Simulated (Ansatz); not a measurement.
## HfBRh3 (Pm-3m): Grüneisen parameters

Wanted: mode Grüneisen parameters of HfBRh3 (Pm-3m).

Calculated with Ansatz 0.2.0; DFT PBEsol, scalar-relativistic, plane waves, PAW; PAW set soft_1.

This is a report of a sequence of runs, with most program output left out.

### 1. Starting point

It takes space group Pm-3m (No. 221, cubic). The conventional cell has a = 4.078 Å, b = 4.078 Å, c = 4.078 Å, α = 90.00°, β = 90.00°, γ = 90.00°. Nearest to Hf lie 12 Rh at 2.88 Å. Nearest to B lie 6 Rh at 2.04 Å. Nearest to Rh lie 2 B at 2.04 Å and 8 Rh at 2.88 Å and 4 Hf at 2.88 Å. Farther neighbours are not listed.

Structure file:

```cif
data_structure
_symmetry_space_group_name_H-M 'Pm-3m'
_symmetry_Int_Tables_number 221
_cell_length_a 4.0785
_cell_length_b 4.0785
_cell_length_c 4.0785
_cell_angle_alpha 90.000
_cell_angle_beta 90.000
_cell_angle_gamma 90.000
_cell_volume 67.84
loop_
_atom_site_label
_atom_site_type_symbol
_atom_site_symmetry_multiplicity
_atom_site_Wyckoff_symbol
_atom_site_fract_x
_atom_site_fract_y
_atom_site_fract_z
_atom_site_occupancy
Hf1 Hf 1 a 0.00000 0.00000 0.00000 1
B1 B 1 b 0.50000 0.50000 0.50000 1
Rh1 Rh 3 c 0.00000 0.50000 0.50000 1
```

### 2. Phonons on a q mesh

The cell comes from relaxations at this level that are not shown. Stability and thermal properties need the whole zone. Linear response on a 2×2×2 q mesh gives force constants as far as a supercell of that size would.

input.yaml reads:

```yaml
crystal:
  lattice:
    - [4.0784611211, 0.0, 0.0]
    - [0.0, 4.0784611211, 0.0]
    - [0.0, 0.0, 4.0784611211]
  atoms:
    - { symbol: Hf, position: [0.0, 0.0, 0.0] }
    - { symbol: B, position: [0.5, 0.5, 0.5] }
    - { symbol: Rh, position: [0.0, 0.5, 0.5] }
    - { symbol: Rh, position: [0.5, 0.5, 0.0] }
    - { symbol: Rh, position: [0.5, 0.0, 0.5] }
kpoints:
  mp_grid: { grid: [12, 12, 12] }
hamiltonian:
  xc: pbesol
  pseudopotentials: { kind: paw, azcp: { folder: soft_1 }, xc_functional: pbe }
scf:
  occupations: { method: methfessel_paxton, width: 0.2 }
output:
  eigenvalues: true
phonons:
  method: dfpt
  qmesh: [2, 2, 2]
  temperatures: { t_max: 1000, t_step: 50 }
  qpath:
    path:
      - [[0.0, 0.0, 0.0], [0.0, 0.5, 0.0], [0.5, 0.5, 0.0], [0.0, 0.0, 0.0], [0.5, 0.5, 0.5], [0.0, 0.5, 0.0]]
      - [[0.5, 0.5, 0.5], [0.5, 0.5, 0.0]]
    npoints: 10
```

Command:

```bash
$ ansatz run input.yaml --threads 4 --pin off --max-ram 10240MiB --backend cpu --events-out ev --progress --plain --runs-dir out
```

Elapsed: 15 min, on 4 threads of Arm Neoverse V1, shared host; peak memory 2.8 GiB.

This step gave:

- volume per atom: 13.57 Å³
- gap on the k-mesh: 0 eV
- sum-rule residual before enforcement: 2.80e-5 eV/Å²
- lowest frequency on the path: 0 cm⁻¹
- point group: m-3m
- highest frequency on the path or at a solved wavevector: 715.9 cm⁻¹
- mean frequency: 238 cm⁻¹
- Debye temperature (second moment): 590 K
- logarithmic mean frequency: 176.4 cm⁻¹
- highest optical mode at the zone centre (no LO-TO term): 587.8 cm⁻¹
- lowest optical zone-centre mode: 107.6 cm⁻¹
- lowest mode on the q mesh (acoustic modes at Γ apart): 74.47 cm⁻¹
- zero-point energy per atom: 44.26 meV
- heat capacity at 300 K: 21.55 J/(mol atoms K)
- vibrational entropy at 300 K: 31.13 J/(mol atoms K)
- edges of the widest gap between branches, on path and mesh: 319.8, 587.8 cm⁻¹

Frequencies (cm⁻¹) solved at each irreducible wavevector; negative means imaginary. Frequencies by wavevector, by row:

```csv
q in reciprocal lattice units,star,mode 1,mode 2,mode 3,mode 4,mode 13,mode 14,mode 15
0 0 0,1,0,0,0,107.6,587.8,587.8,587.8
0 0 -0.5,3,88.4,88.4,104.4,104.4,589.8,589.8,705.1
0 -0.5 -0.5,3,74.5,99.9,99.9,102.7,588.6,700.1,700.1
-0.5 -0.5 -0.5,1,84,84,84,88.8,715.9,715.9,715.9
```

Symmetry leaves 4 wavevectors to solve. The lowest mode among them, the acoustic zeros apart, lies at q = (0, -0.5, -0.5) and is real, 74.5 cm⁻¹.

### 3. Relaxing at another volume, volume ratio 0.97

The volume is scaled by 0.97 and held; symmetry leaves nothing to relax, so this is a single point. The modes can then be followed against volume.

input.yaml, the sections that differ from step 2:

```yaml
crystal:
  lattice:
    - [4.0372617273, 0.0, 0.0]
    - [0.0, 4.0372617273, 0.0]
    - [0.0, 0.0, 4.0372617273]
  atoms:
    - { symbol: Hf, position: [0.0, 0.0, 0.0] }
    - { symbol: B, position: [0.5, 0.5, 0.5] }
    - { symbol: Rh, position: [0.0, 0.5, 0.5] }
    - { symbol: Rh, position: [0.5, 0.5, 0.0] }
    - { symbol: Rh, position: [0.5, 0.0, 0.5] }
output:
  forces: true
  stress: true
  eigenvalues: true
# kpoints, hamiltonian, scf: as in step 2
# phonons: removed
```

The job ended after 5.5 s (4 threads; peak memory 0.52 GiB).

Numbers from this step:

```yaml
pressure: 8.053 GPa
volume_per_atom: 13.16 Å³
```

The run ends at a pressure of 8.05 GPa.

### 4. Phonons at the other volume, volume ratio 0.97

The phonons are repeated at this volume on the same k and q meshes.

Changes to input.yaml since step 3:

```diff
@@ -19,4 +19,11 @@
 output:
-  forces: true
-  stress: true
   eigenvalues: true
+phonons:
+  method: dfpt
+  qmesh: [2, 2, 2]
+  temperatures: { t_max: 1000, t_step: 50 }
+  qpath:
+    path:
+      - [[0.0, 0.0, 0.0], [0.0, 0.5, 0.0], [0.5, 0.5, 0.0], [0.0, 0.0, 0.0], [0.5, 0.5, 0.5], [0.0, 0.5, 0.0]]
+      - [[0.5, 0.5, 0.5], [0.5, 0.5, 0.0]]
+    npoints: 10
```

It took 14 min on 4 threads; peak memory 2.8 GiB.

Numbers from this step:

* sum-rule residual before enforcement: 2.84e-5 eV/Å²
* highest frequency on the path or at a solved wavevector: 745.9 cm⁻¹
* mean frequency: 251.9 cm⁻¹
* Debye temperature (second moment): 621 K
* logarithmic mean frequency: 187.8 cm⁻¹
* highest optical mode at the zone centre (no LO-TO term): 623.5 cm⁻¹
* lowest optical zone-centre mode: 118.2 cm⁻¹
* lowest mode on the q mesh (acoustic modes at Γ apart): 78.23 cm⁻¹
* zero-point energy per atom: 46.84 meV
* heat capacity at 300 K: 21.29 J/(mol atoms K)
* vibrational entropy at 300 K: 29.75 J/(mol atoms K)
* edges of the widest gap between branches, on path and mesh: 338, 623.5 cm⁻¹

Frequencies (cm⁻¹) solved at each irreducible wavevector; negative means imaginary. Frequencies by wavevector, by row:

```csv
q in reciprocal lattice units,star,mode 1,mode 2,mode 3,mode 4,mode 13,mode 14,mode 15
0 0 0,1,0,0,0,118.2,623.5,623.5,623.5
0 0 -0.5,3,93.2,93.2,110,110,625.4,625.4,735.1
0 -0.5 -0.5,3,78.2,103.7,103.7,110.4,624.2,729.8,729.8
-0.5 -0.5 -0.5,1,89.7,89.7,89.7,93.2,745.9,745.9,745.9
```

The highest optical mode at the zone centre (no LO-TO term) is 623.5 cm⁻¹, +35.7 cm⁻¹ against the base run.

### 5. Relaxing at another volume, volume ratio 1.03

The volume is scaled by 1.03 and held; symmetry leaves nothing to relax, so this is a single point. The modes can then be followed against volume.

input.yaml, the sections that differ from step 4:

```yaml
crystal:
  lattice:
    - [4.1188445506, 0.0, 0.0]
    - [0.0, 4.1188445506, 0.0]
    - [0.0, 0.0, 4.1188445506]
  atoms:
    - { symbol: Hf, position: [0.0, 0.0, 0.0] }
    - { symbol: B, position: [0.5, 0.5, 0.5] }
    - { symbol: Rh, position: [0.0, 0.5, 0.5] }
    - { symbol: Rh, position: [0.5, 0.5, 0.0] }
    - { symbol: Rh, position: [0.5, 0.0, 0.5] }
output:
  forces: true
  stress: true
  eigenvalues: true
# kpoints, hamiltonian, scf: as in step 4
# phonons: removed
```

It took 5.6 s on 4 threads; peak memory 0.53 GiB.

Numbers from this step:

| Quantity | Value |
| --- | --- |
| pressure | -6.818 GPa |
| volume per atom | 13.98 Å³ |

The run ends at a pressure of -6.82 GPa.

### 6. Phonons at the other volume, volume ratio 1.03

Changes to input.yaml since step 5:

```diff
@@ -19,4 +19,11 @@
 output:
-  forces: true
-  stress: true
   eigenvalues: true
+phonons:
+  method: dfpt
+  qmesh: [2, 2, 2]
+  temperatures: { t_max: 1000, t_step: 50 }
+  qpath:
+    path:
+      - [[0.0, 0.0, 0.0], [0.0, 0.5, 0.0], [0.5, 0.5, 0.0], [0.0, 0.0, 0.0], [0.5, 0.5, 0.5], [0.0, 0.5, 0.0]]
+      - [[0.5, 0.5, 0.5], [0.5, 0.5, 0.0]]
+    npoints: 10
```

Wall time 15 min (4 threads); peak memory 2.9 GiB; 58 min of CPU time.

Numbers from this step:

| Property | Result |
| --- | --- |
| sum-rule residual before enforcement | 1.57e-5 eV/Å² |
| highest frequency on the path or at a solved wavevector | 687.1 cm⁻¹ |
| mean frequency | 224.6 cm⁻¹ |
| Debye temperature (second moment) | 560 K |
| logarithmic mean frequency | 165.2 cm⁻¹ |
| highest optical mode at the zone centre (no LO-TO term) | 553.3 cm⁻¹ |
| lowest optical zone-centre mode | 95.86 cm⁻¹ |
| lowest mode on the q mesh (acoustic modes at Γ apart) | 70.71 cm⁻¹ |
| zero-point energy per atom | 41.78 meV |
| heat capacity at 300 K | 21.80 J/(mol atoms K) |
| vibrational entropy at 300 K | 32.59 J/(mol atoms K) |
| edges of the widest gap between branches, on path and mesh | 302.5, 553.3 cm⁻¹ |

Frequencies (cm⁻¹) solved at each irreducible wavevector; negative means imaginary. Frequencies by wavevector, by row:

```csv
q in reciprocal lattice units,star,mode 1,mode 2,mode 3,mode 4,mode 13,mode 14,mode 15
0 0 0,1,0,0,0,95.9,553.3,553.3,553.3
0 0 -0.5,3,83.7,83.7,98.8,98.8,555.5,555.5,676.3
0 -0.5 -0.5,3,70.7,95.3,96.2,96.2,554.3,671.6,671.6
-0.5 -0.5 -0.5,1,77.6,77.6,77.6,84.5,687.1,687.1,687.1
```

The highest optical mode at the zone centre (no LO-TO term) is 553.3 cm⁻¹, -34.5 cm⁻¹ against the base run.

### 7. Grüneisen parameters

The Grüneisen parameter of a mode is minus the logarithmic change of its frequency with volume, −d ln ω / d ln V; weighted by heat capacity it gives the expansion.

Numbers from this step:

```
bulk modulus : 247.8 GPa
```

The phonon branches at the labelled points (cm⁻¹):

```csv
point,branch 1,branch 2,branch 3,branch 4,branch 12,branch 13,branch 14,branch 15
Γ,0,0,0,108,140,588,588,588
halfway,55,55,99,108,215,589,589,646
X,88,88,104,104,257,590,590,705
halfway,84,96,100,111,269,589,644,703
M,74,100,100,103,291,589,700,700
halfway,76,83,104,105,234,589,645,645
Γ,0,0,0,108,140,588,588,588
halfway,89,89,101,101,252,646,646,647
R,84,84,84,89,320,716,716,716
halfway,88,93,97,101,282,648,648,705
X,88,88,104,104,257,590,590,705
jump to R,84,84,84,89,320,716,716,716
halfway,82,93,93,94,302,652,708,708
M,74,100,100,103,291,589,700,700
```

The same for volume x 0.97:

```csv
point,branch 1,branch 2,branch 3,branch 4,branch 12,branch 13,branch 14,branch 15
Γ,0,0,0,118,148,624,624,624
X,93,93,110,110,273,625,625,735
M,78,104,104,110,308,624,730,730
Γ,0,0,0,118,148,624,624,624
R,90,90,90,93,338,746,746,746
X,93,93,110,110,273,625,625,735
R,90,90,90,93,338,746,746,746
M,78,104,104,110,308,624,730,730
```

The same for volume x 1.03:

```csv
point,branch 1,branch 2,branch 3,branch 4,branch 12,branch 13,branch 14,branch 15
Γ,0,0,0,96,134,553,553,553
X,84,84,99,99,242,556,556,676
M,71,95,96,96,275,554,672,672
Γ,0,0,0,96,134,553,553,553
R,78,78,78,85,302,687,687,687
X,84,84,99,99,242,556,556,676
R,78,78,78,85,302,687,687,687
M,71,95,96,96,275,554,672,672
```

Mode Grueneisen parameter -dln(w)/dln(V), modes matched by rank; at Γ the acoustic branches take the value of a neighbouring point of the path. Mode grüneisen parameters along the path, in :

```csv
point,branch 1,branch 2,branch 3,branch 4,branch 12,branch 13,branch 14,branch 15
Γ,1.57,1.57,1.77,3.48,1.69,1.99,1.99,1.99
halfway,1.63,1.63,1.74,3.33,1.75,1.98,1.98,1.64
X,1.79,1.79,1.79,1.79,2.03,1.97,1.97,1.39
halfway,2.17,2.16,2.33,1.60,1.91,1.98,1.64,1.39
M,1.68,1.41,1.25,2.29,1.90,1.98,1.38,1.38
halfway,1.75,1.33,2.45,2.53,1.69,1.98,1.64,1.64
Γ,1.62,1.39,1.87,3.48,1.69,1.99,1.99,1.99
halfway,1.52,1.52,2.60,2.49,1.66,1.63,1.63,1.64
R,2.41,2.41,2.41,1.61,1.85,1.37,1.37,1.37
halfway,2.25,1.84,2.16,2.85,1.82,1.63,1.63,1.38
X,1.79,1.79,1.79,1.79,2.03,1.97,1.97,1.39
jump to R,2.41,2.41,2.41,1.61,1.85,1.37,1.37,1.37
halfway,1.65,1.90,1.75,2.37,1.84,1.62,1.38,1.38
M,1.68,1.41,1.25,2.29,1.90,1.98,1.38,1.38
```

(dS/dlnV)/C_V. The thermodynamic Grueneisen parameter by temperature:

```csv
temperature (K),thermodynamic Grueneisen parameter
50,2.27
100,2.27
150,2.25
200,2.23
250,2.21
300,2.19
350,2.18
400,2.17
450,2.16
500,2.16
550,2.15
600,2.15
650,2.15
700,2.15
750,2.14
800,2.14
850,2.14
900,2.14
950,2.14
1000,2.14
```

Gamma C_V/(B V) at the static volume. The volume expansion by temperature:

```csv
temperature (K),volume expansion (1e-6/K)
50,8.4
100,16.4
150,19.6
200,21.3
250,22.5
300,23.3
350,23.9
400,24.4
450,24.7
500,25.0
550,25.2
600,25.3
650,25.5
700,25.6
750,25.6
800,25.7
850,25.8
900,25.8
950,25.9
1000,25.9
```

### 8. Outcome

* bulk modulus: 248 GPa
* thermodynamic Grüneisen parameter at 300 K: 2.191
* volume expansion at 300 K, estimated: 23.32 × 10⁻⁶ K⁻¹

**Reading.** By this estimate the volume grows by 23.3 × 10⁻⁶ per kelvin at 300 K. The highest optical mode at Γ goes from 624 to 553 cm⁻¹ as the cell grows, a Grüneisen parameter of 1.99. Mode parameters on the path run from 1.1 to 3.9, with a median of 2.0. Branches are matched by rank, so values near crossings are rough. The expansion is the Grüneisen estimate at the static volume, with the static bulk modulus. The q mesh stands for a supercell only 8.2 Å across, so branches between the solved wavevectors are rough. With no gap, or one that is small against the smearing, the frequencies hang on the k mesh and the smearing, most of all near Kohn anomalies. Spin-orbit coupling is left out, which can matter for the heavy elements here. The PAW files were made for PBE and serve the other functionals too.

[Logs are printed without paths, hosts, clocks, repeated set-up lines and the standing remarks that a program may print on its own settings, such as how far it seeks lower states.]

[Hosts, paths, dates, database ids (printed as entryN), source tags and the programs' standing remarks are cut or masked in the printed files.]
